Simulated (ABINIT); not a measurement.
# Completion of the band sum in GW: Be3N2 (P6_3/mmc), part 2 of 2

Wanted: gap and time of Be3N2 (P6_3/mmc) with truncated and completed band sums.

ABINIT 10.8.3; LDA and many-body steps on it, plane waves. Known limits of the many-body steps: short of the basis limit; coarse k mesh.

So far. Step 3 (Screening, 3×3×1 mesh, 116 bands, screening to 152.4 eV): Local fields lower ε∞ by 8 %. On a Γ-centred mesh this coarse the value itself is usually too large, while a short band sum pulls it down. Step 4 (116 bands): The gap on the mesh goes from 4.61 eV to 6.22 eV, a correction of +1.62 eV.

## (6) 30 bands

This step: G0W0 on LDA, plane waves, norm-conserving pseudopotentials.

The input, run.abi:

```
acell 3*1.0 Angstrom
rprim 
  2.841679226310 0.000000000023 0.000000000000
  -1.420839613175 2.460966399380 0.000000000000
  0.000000000000 0.000000000000 9.746841010000
ntypat 2
znucl 4 7
natom 10
typat 1 1 1 1 1 1 2 2 2 2
xred 
  0.333333333333 0.666666666667 0.078485970000
  0.666666666667 0.333333333333 0.578485970000
  0.666666666667 0.333333333333 0.921514030000
  0.333333333333 0.666666666667 0.421514030000
  0.000000000000 0.000000000000 0.250000000000
  0.000000000000 0.000000000000 0.750000000000
  0.000000000000 0.000000000000 0.000000000000
  0.000000000000 0.000000000000 0.500000000000
  0.333333333333 0.666666666667 0.250000000000
  0.666666666667 0.333333333333 0.750000000000
pp_dirpath "pseudos"
pseudos "Be.upf, N.upf"
ecut 38
ngkpt 3 3 1
nshiftk 1
shiftk 0 0 0
kptopt 1
chksymbreak 0
istwfk *1
occopt 1
irdwfk 1
optdriver 4
nband 30
gwcalctyp 0
ecutsigx 38
symsigma 1
nkptgw 2
kptgw 
  0.0000000000 0.0000000000 0.0000000000
  0.3333333333 0.0000000000 0.0000000000
bdgw 
  21 24
  21 24
ecuteps 5.6
irdscr 1
ppmodel 1
indata_prefix "in"
outdata_prefix "out"
tmpdata_prefix "tmp"
```

Launch:

```
OMP_NUM_THREADS=1 mpirun -n 4 abinit run.abi > log
```

What it wrote:

```text
.Version 10.8.3 of ABINIT. v10.8.2 released Aug 2026.

 Symmetries : space group P6_3/m m c (#194); Bravais hP (primitive hexag.)
[... echo of the input left out ...]
== DATASET  1 ==================================================================
-   mpi_nproc: 4, omp_nthreads: 1 (-1 if OMP is not activated)

--- !DatasetInfo
iteration_state: {dtset: 1, }
dimensions: {natom: 10, nkpt: 3, mband: 30, nsppol: 1, nspinor: 1, nspden: 1, mpw: 5169, }
cutoff_energies: {ecut:  38.0, pawecutdg:  -1.0, }
electrons: {nelect:   4.40000000E+01, charge:   0.00000000E+00, occopt:   1.00000000E+00, tsmear:   1.00000000E-02, }

 SIGMA: Calculation of the GW corrections

 Based on a program developped by R.W. Godby, V. Olevano, G. Onida, and L. Reining.
 Incorporated in ABINIT by V. Olevano, G.-M. Rignanese, and M. Torrent.
.Using double precision arithmetic ; gwpc =  8

[... cell and pseudopotentials left out ...]
--------------------------------------------------------------------------------

 ==== K-mesh for the wavefunctions ====
 Number of points in the irreducible wedge :     3
[... list of points left out ...]
 Together with 24 symmetry operations and time-reversal symmetry
 yields     9 points in the full Brillouin Zone.

 ==== Q-mesh for screening function ====
 Number of points in the irreducible wedge :     3
[... list of points left out ...]
 Together with 24 symmetry operations and time-reversal symmetry
 yields     9 points in the full Brillouin Zone.

 vcoul_init : cutoff-mode = AUXILIARY_FUNCTION
 q-points for optical limit:   1
     1)      0.000010    0.000020    0.000030
 setmesh: FFT mesh size selected  =    25x   25x  108
          total number of points  =        67500

 Number of electrons calculated from density =   44.0000; Expected =   44.0000
[...]
number of omega for Sigma on real axis              0
 max omega for Sigma on real axis  [eV]           0.00
 zcut for avoiding poles [eV]                     0.10

 EPSILON^-1 parameters (SCR file):
 dimension of the eps^-1 matrix on file            277
 dimension of the eps^-1 matrix used               277
 number of plane-waves for wavefunctions          5169
 number of bands                                    30
 number of q-points in IBZ                           3
 number of frequencies                               2
 number of real frequencies                          1
 number of imag frequencies                          1

 matrix elements of self-energy operator (all in [eV])

 Perturbative Calculation

--- !SelfEnergy_ee
iteration_state: {dtset: 1, }
kpoint     : [   0.000,    0.000,    0.000, ]
spin       : 1
KS_gap     :    6.249
QP_gap     :    9.096
Delta_QP_KS:    2.847
data: !SigmaeeData |
     Band     E0 <VxcDFT>   SigX SigC(E0)      Z dSigC/dE  Sig(E)    E-E0       E
       21   5.898 -17.644 -21.926   4.225   0.817  -0.224 -17.691  -0.047   5.851
       22   5.898 -17.644 -21.926   4.225   0.817  -0.224 -17.691  -0.047   5.851
       23  12.147 -13.850  -7.994  -2.524   0.840  -0.190 -11.050   2.800  14.947
[...]
--- !SelfEnergy_ee
iteration_state: {dtset: 1, }
kpoint     : [   0.333,    0.000,    0.000, ]
spin       : 1
KS_gap     :    5.686
QP_gap     :    8.639
Delta_QP_KS:    2.953
data: !SigmaeeData |
     Band     E0 <VxcDFT>   SigX SigC(E0)      Z dSigC/dE  Sig(E)    E-E0       E
[...]
23  10.506 -12.122  -6.619  -2.275   0.856  -0.168  -9.358   2.764  13.270
       24  11.848 -12.247  -6.507  -2.318   0.856  -0.168  -9.318   2.928  14.777

== END DATASET(S) ==============================================================
================================================================================

 -outvars: echo values of variables after computation  --------
           etotal      0.0000000000E+00
            nband          30
             nkpt           3
          spgroup         194
 [... the other variables as echoed above ...]

 Calculation completed.
```

It took 3.5 s on 4 MPI ranks of Arm Neoverse V2, shared host; peak memory 0.54 GiB; 14 s of CPU time.

Read from the output:

| Property | Result |
| --- | --- |
| G0W0 gap on the mesh | 7.419 eV |
| starting gap on the mesh | 4.608 eV |
| k of the valence top | 0, 0, 0 |
| k of the conduction bottom | 0.3333, 0, 0 |
| Z at the valence top | 0.817 |
| Z at the conduction bottom | 0.856 |
| least direct G0W0 gap on the computed points | 8.639 eV |

Against G0W0 in ABINIT (3×3×1 mesh, 116 bands, screening to 152.4 eV, Godby-Needs plasmon pole), the gap moves by +1.195 eV.

## (7) Screening, 3×3×1 mesh, 30 bands, screening to 152.4 eV

This step: RPA screening on LDA, plane waves, norm-conserving pseudopotentials.

run.abi: that of step 6 with these lines changed.

```diff
@@ -31,17 +31,10 @@
 irdwfk 1
-optdriver 4
+optdriver 3
 nband 30
-gwcalctyp 0
-ecutsigx 38
-symsigma 1
-nkptgw 2
-kptgw 
-  0.0000000000 0.0000000000 0.0000000000
-  0.3333333333 0.0000000000 0.0000000000
-bdgw 
-  21 24
-  21 24
 ecuteps 5.6
-irdscr 1
-ppmodel 1
+inclvkb 2
+awtr 1
+symchi 1
+gwcomp 1
+gwencomp 3
 indata_prefix "in"
```

What it wrote:

```text
.Version 10.8.3 of ABINIT. v10.8.2 released Aug 2026.

 Symmetries : space group P6_3/m m c (#194); Bravais hP (primitive hexag.)
[... echo of the input left out ...]
== DATASET  1 ==================================================================
-   mpi_nproc: 4, omp_nthreads: 1 (-1 if OMP is not activated)

--- !DatasetInfo
iteration_state: {dtset: 1, }
dimensions: {natom: 10, nkpt: 3, mband: 30, nsppol: 1, nspinor: 1, nspden: 1, mpw: 5169, }
cutoff_energies: {ecut:  38.0, pawecutdg:  -1.0, }
[...]
--------------------------------------------------------------------------------
[... chi0 elements left out ...]
 For q-point:  0.000010 0.000020 0.000030
  dielectric constant =   4.4479
  dielectric constant without local fields =   4.6625

  Average fulfillment of the sum rule on Im[epsilon] for q-point    1 :    211.69  [%]
[... wings left out ...]
  q-point number  2        q = ( 0.333333, 0.000000, 0.000000) [r.l.u.]
--------------------------------------------------------------------------------
[... chi0 elements left out ...]
  Average fulfillment of the sum rule on Im[epsilon] for q-point    2 :    212.08  [%]

 [... 1 further q-points ...]
```

Wall time 5.6 s (4 MPI ranks); peak memory 0.49 GiB; 22 s of CPU time.

This step gave:

```
ε∞ with local fields, on this mesh    : 4.448
ε∞ without local fields, on this mesh : 4.662
plasma frequency                      : 29.83 eV
plane waves in the screening matrix   : 277
```

## (8) 30 bands, completed

This step: G0W0 on LDA, plane waves, norm-conserving pseudopotentials.

run.abi: that of step 7 with these lines changed.

```diff
@@ -31,8 +31,17 @@
 irdwfk 1
-optdriver 3
+optdriver 4
 nband 30
+gwcalctyp 0
+ecutsigx 38
+symsigma 1
+nkptgw 2
+kptgw 
+  0.0000000000 0.0000000000 0.0000000000
+  0.3333333333 0.0000000000 0.0000000000
+bdgw 
+  21 24
+  21 24
 ecuteps 5.6
-inclvkb 2
-awtr 1
-symchi 1
+irdscr 1
+ppmodel 1
 gwcomp 1
```

What it wrote:

```text
.Version 10.8.3 of ABINIT. v10.8.2 released Aug 2026.

 Symmetries : space group P6_3/m m c (#194); Bravais hP (primitive hexag.)
[... echo of the input left out ...]
== DATASET  1 ==================================================================
-   mpi_nproc: 4, omp_nthreads: 1 (-1 if OMP is not activated)

--- !DatasetInfo
iteration_state: {dtset: 1, }
dimensions: {natom: 10, nkpt: 3, mband: 30, nsppol: 1, nspinor: 1, nspden: 1, mpw: 5169, }
cutoff_energies: {ecut:  38.0, pawecutdg:  -1.0, }
[...]
Band     E0 <VxcDFT>   SigX SigC(E0)      Z dSigC/dE  Sig(E)    E-E0       E
[...]
23  10.506 -12.122  -6.619  -2.997   0.865  -0.156  -9.954   2.167  12.674
       24  11.848 -12.247  -6.507  -3.095   0.863  -0.158  -9.963   2.284  14.132

== END DATASET(S) ==============================================================
================================================================================

 -outvars: echo values of variables after computation  --------
           etotal      0.0000000000E+00
            nband          30
             nkpt           3
          spgroup         194
 [... the other variables as echoed above ...]

 Calculation completed.
```

The job ended after 3.6 s (4 MPI ranks; peak memory 0.54 GiB; 14 s of CPU time).

Numbers from this step:

| Item | Value |
| --- | --- |
| G0W0 gap on the mesh | 7.447 eV |
| starting gap on the mesh | 4.608 eV |
| k of the valence top | 0, 0, 0 |
| k of the conduction bottom | 0.3333, 0, 0 |
| least direct G0W0 gap on the computed points | 8.666 eV |

Against G0W0 in ABINIT (3×3×1 mesh, 116 bands, screening to 152.4 eV, Godby-Needs plasmon pole), the gap moves by +1.223 eV.

## (9) Screening, 3×3×1 mesh, 55 bands, screening to 152.4 eV

This step: RPA screening on LDA, plane waves, norm-conserving pseudopotentials.

run.abi: that of step 8 with these lines changed.

```diff
@@ -31,19 +31,8 @@
 irdwfk 1
-optdriver 4
-nband 30
-gwcalctyp 0
-ecutsigx 38
-symsigma 1
-nkptgw 2
-kptgw 
-  0.0000000000 0.0000000000 0.0000000000
-  0.3333333333 0.0000000000 0.0000000000
-bdgw 
-  21 24
-  21 24
+optdriver 3
+nband 55
 ecuteps 5.6
-irdscr 1
-ppmodel 1
-gwcomp 1
-gwencomp 3
+inclvkb 2
+awtr 1
+symchi 1
 indata_prefix "in"
```

What it wrote:

```text
.Version 10.8.3 of ABINIT. v10.8.2 released Aug 2026.

 Symmetries : space group P6_3/m m c (#194); Bravais hP (primitive hexag.)
[... echo of the input left out ...]
== DATASET  1 ==================================================================
-   mpi_nproc: 4, omp_nthreads: 1 (-1 if OMP is not activated)

--- !DatasetInfo
iteration_state: {dtset: 1, }
dimensions: {natom: 10, nkpt: 3, mband: 55, nsppol: 1, nspinor: 1, nspden: 1, mpw: 5169, }
cutoff_energies: {ecut:  38.0, pawecutdg:  -1.0, }
[...]
--------------------------------------------------------------------------------
[... chi0 elements left out ...]
 For q-point:  0.000010 0.000020 0.000030
  dielectric constant =   5.0302
  dielectric constant without local fields =   5.4336

  Average fulfillment of the sum rule on Im[epsilon] for q-point    1 :     46.84  [%]
[... wings left out ...]
  q-point number  2        q = ( 0.333333, 0.000000, 0.000000) [r.l.u.]
--------------------------------------------------------------------------------
[... chi0 elements left out ...]
  Average fulfillment of the sum rule on Im[epsilon] for q-point    2 :     40.80  [%]

 [... 1 further q-points ...]
```

Wall time 5.7 s (4 MPI ranks); peak memory 0.5 GiB.

Numbers from this step:

```yaml
eps_infinity_with_local_fields_on_this_mesh: 5.030
eps_infinity_without_local_fields_on_this_mesh: 5.434
plasma_frequency: 29.83 eV
plane_waves_in_the_screening_matrix: 277
```

## (10) 55 bands

This step: G0W0 on LDA, plane waves, norm-conserving pseudopotentials.

run.abi: that of step 9 with these lines changed.

```diff
@@ -31,8 +31,17 @@
 irdwfk 1
-optdriver 3
+optdriver 4
 nband 55
+gwcalctyp 0
+ecutsigx 38
+symsigma 1
+nkptgw 2
+kptgw 
+  0.0000000000 0.0000000000 0.0000000000
+  0.3333333333 0.0000000000 0.0000000000
+bdgw 
+  21 24
+  21 24
 ecuteps 5.6
-inclvkb 2
-awtr 1
-symchi 1
+irdscr 1
+ppmodel 1
 indata_prefix "in"
```

What it wrote:

```text
.Version 10.8.3 of ABINIT. v10.8.2 released Aug 2026.

 Symmetries : space group P6_3/m m c (#194); Bravais hP (primitive hexag.)
[... echo of the input left out ...]
== DATASET  1 ==================================================================
-   mpi_nproc: 4, omp_nthreads: 1 (-1 if OMP is not activated)

--- !DatasetInfo
iteration_state: {dtset: 1, }
dimensions: {natom: 10, nkpt: 3, mband: 55, nsppol: 1, nspinor: 1, nspden: 1, mpw: 5169, }
cutoff_energies: {ecut:  38.0, pawecutdg:  -1.0, }
[...]
Band     E0 <VxcDFT>   SigX SigC(E0)      Z dSigC/dE  Sig(E)    E-E0       E
[...]
23  10.506 -12.122  -6.619  -3.444   0.841  -0.189 -10.390   1.732  12.238
       24  11.848 -12.247  -6.507  -3.552   0.840  -0.191 -10.409   1.837  13.685

== END DATASET(S) ==============================================================
================================================================================

 -outvars: echo values of variables after computation  --------
           etotal      0.0000000000E+00
            nband          55
             nkpt           3
          spgroup         194
 [... the other variables as echoed above ...]

 Calculation completed.
```

Run time: 4.2 s. Hardware: 4 MPI ranks; peak memory 0.54 GiB.

This step gave:

```yaml
g0w0_gap_on_the_mesh: 6.332 eV
starting_gap_on_the_mesh: 4.608 eV
k_of_the_valence_top: 0, 0, 0
k_of_the_conduction_bottom: 0.3333, 0, 0
least_direct_g0w0_gap_on_the_computed_points: 7.528 eV
```

Against G0W0 in ABINIT (3×3×1 mesh, 116 bands, screening to 152.4 eV, Godby-Needs plasmon pole), the gap moves by +0.108 eV.

## (11) Screening, 3×3×1 mesh, 55 bands, screening to 152.4 eV

This step: RPA screening on LDA, plane waves, norm-conserving pseudopotentials.

run.abi: that of step 10 with these lines changed.

```diff
@@ -31,17 +31,10 @@
 irdwfk 1
-optdriver 4
+optdriver 3
 nband 55
-gwcalctyp 0
-ecutsigx 38
-symsigma 1
-nkptgw 2
-kptgw 
-  0.0000000000 0.0000000000 0.0000000000
-  0.3333333333 0.0000000000 0.0000000000
-bdgw 
-  21 24
-  21 24
 ecuteps 5.6
-irdscr 1
-ppmodel 1
+inclvkb 2
+awtr 1
+symchi 1
+gwcomp 1
+gwencomp 3
 indata_prefix "in"
```

What it wrote:

```text
.Version 10.8.3 of ABINIT. v10.8.2 released Aug 2026.

 Symmetries : space group P6_3/m m c (#194); Bravais hP (primitive hexag.)
[... echo of the input left out ...]
== DATASET  1 ==================================================================
-   mpi_nproc: 4, omp_nthreads: 1 (-1 if OMP is not activated)

--- !DatasetInfo
iteration_state: {dtset: 1, }
dimensions: {natom: 10, nkpt: 3, mband: 55, nsppol: 1, nspinor: 1, nspden: 1, mpw: 5169, }
cutoff_energies: {ecut:  38.0, pawecutdg:  -1.0, }
[...]
--------------------------------------------------------------------------------
[... chi0 elements left out ...]
 For q-point:  0.000010 0.000020 0.000030
  dielectric constant =   5.0564
  dielectric constant without local fields =   5.4336

  Average fulfillment of the sum rule on Im[epsilon] for q-point    1 :    138.09  [%]
[... wings left out ...]
  q-point number  2        q = ( 0.333333, 0.000000, 0.000000) [r.l.u.]
--------------------------------------------------------------------------------
[... chi0 elements left out ...]
  Average fulfillment of the sum rule on Im[epsilon] for q-point    2 :    142.44  [%]

 [... 1 further q-points ...]
```

Run time: 8.4 s. Hardware: 4 MPI ranks; peak memory 0.57 GiB.

This step gave:

```
ε∞ with local fields, on this mesh    : 5.056
ε∞ without local fields, on this mesh : 5.434
plasma frequency                      : 29.83 eV
plane waves in the screening matrix   : 277
```

## (12) 55 bands, completed

This step: G0W0 on LDA, plane waves, norm-conserving pseudopotentials.

run.abi: that of step 11 with these lines changed.

```diff
@@ -31,8 +31,17 @@
 irdwfk 1
-optdriver 3
+optdriver 4
 nband 55
+gwcalctyp 0
+ecutsigx 38
+symsigma 1
+nkptgw 2
+kptgw 
+  0.0000000000 0.0000000000 0.0000000000
+  0.3333333333 0.0000000000 0.0000000000
+bdgw 
+  21 24
+  21 24
 ecuteps 5.6
-inclvkb 2
-awtr 1
-symchi 1
+irdscr 1
+ppmodel 1
 gwcomp 1
```

What it wrote:

```text
.Version 10.8.3 of ABINIT. v10.8.2 released Aug 2026.

 Symmetries : space group P6_3/m m c (#194); Bravais hP (primitive hexag.)
[... echo of the input left out ...]
== DATASET  1 ==================================================================
-   mpi_nproc: 4, omp_nthreads: 1 (-1 if OMP is not activated)

--- !DatasetInfo
iteration_state: {dtset: 1, }
dimensions: {natom: 10, nkpt: 3, mband: 55, nsppol: 1, nspinor: 1, nspden: 1, mpw: 5169, }
cutoff_energies: {ecut:  38.0, pawecutdg:  -1.0, }
[...]
Band     E0 <VxcDFT>   SigX SigC(E0)      Z dSigC/dE  Sig(E)    E-E0       E
[...]
23  10.506 -12.122  -6.619  -3.976   0.844  -0.185 -10.834   1.288  11.794
       24  11.848 -12.247  -6.507  -4.130   0.842  -0.187 -10.891   1.355  13.203

== END DATASET(S) ==============================================================
================================================================================

 -outvars: echo values of variables after computation  --------
           etotal      0.0000000000E+00
            nband          55
             nkpt           3
          spgroup         194
 [... the other variables as echoed above ...]

 Calculation completed.
```

The job ended after 4.3 s (4 MPI ranks; peak memory 0.54 GiB; 17 s of CPU time).

This step gave:

- G0W0 gap on the mesh: 6.516 eV
- starting gap on the mesh: 4.608 eV
- k of the valence top: 0, 0, 0
- k of the conduction bottom: 0.3333, 0, 0
- least direct G0W0 gap on the computed points: 7.682 eV

Against G0W0 in ABINIT (3×3×1 mesh, 116 bands, screening to 152.4 eV, Godby-Needs plasmon pole), the gap moves by +0.292 eV.

## (13) The runs together

Times are wall times on 4 MPI ranks of Arm Neoverse V2, shared host, good to a factor of about two. A run's time includes the screening step that it read.

```
                run   mesh  bands  screening cutoff (eV)  DFT gap (eV)  gap on the mesh (eV)  direct (eV)  ε∞ used   time
          116 bands  3×3×1    116                  152.4         4.608                 6.224        7.397     5.05   15 s
           30 bands  3×3×1     30                  152.4         4.608                 7.419        8.639     4.43  6.8 s
30 bands, completed  3×3×1     30                  152.4         4.608                 7.447        8.666     4.45  9.2 s
           55 bands  3×3×1     55                  152.4         4.608                 6.332        7.528     5.03  9.9 s
55 bands, completed  3×3×1     55                  152.4         4.608                 6.516        7.682     5.06   13 s
```

## (14) What came out

| Property | Result |
| --- | --- |
| 116 bands | 6.224 eV |
| 30 bands | 7.419 eV |
| 30 bands, completed | 7.447 eV |
| 55 bands | 6.332 eV |
| 55 bands, completed | 6.516 eV |

What this shows: 30 bands: +1.195 eV against 116 bands. 30 bands, completed: +1.223 eV against 116 bands. 55 bands: +0.108 eV against 116 bands. 55 bands, completed: +0.292 eV against 116 bands. The row with most bands is itself short of the limit, so it is no exact reference, and agreement of a truncated run with it can be a cancellation between the edges. The screenings behind the G0W0 rows differ in their static value, so the rows are no clean test of the frequency model alone. The 3×3×1 mesh is coarse for this cell, which bears on the long-range parts of exchange and screening.

[Long decimals in the printed logs are rounded to 6 places.]

[Logs are printed without paths, hosts, clocks, repeated set-up lines and the standing remarks that a program may print on its own settings, such as how far it seeks lower states.]

[Paths, hosts, dates, memory and timing lines, banners, echoed tables and standing remarks are left out of the program output; an Ansatz launch command may be rebuilt from the run's recorded settings. Measured values are a selection of at most five: reports struck by readers or far from the other reports are left out. None is set beside runs whose start may be inverted or whose files or cutoffs have a known fault.]

[Runs of the session that timed out or met a known fault of the program may be left out.]

[Hosts, paths, dates, database ids (printed as entryN), source tags and the programs' standing remarks are cut or masked in the printed files.]

[G0W0 gaps are taken among the corrected bands and points alone; a level outside them can change the order at an edge.]

[Where Ansatz stands beside ABINIT at settings called matched, ABINIT's density can come from a denser mesh and the files from another edition; pairs whose starting gaps differed by over 0.03 eV were left out, so agreement reads better than it is.]
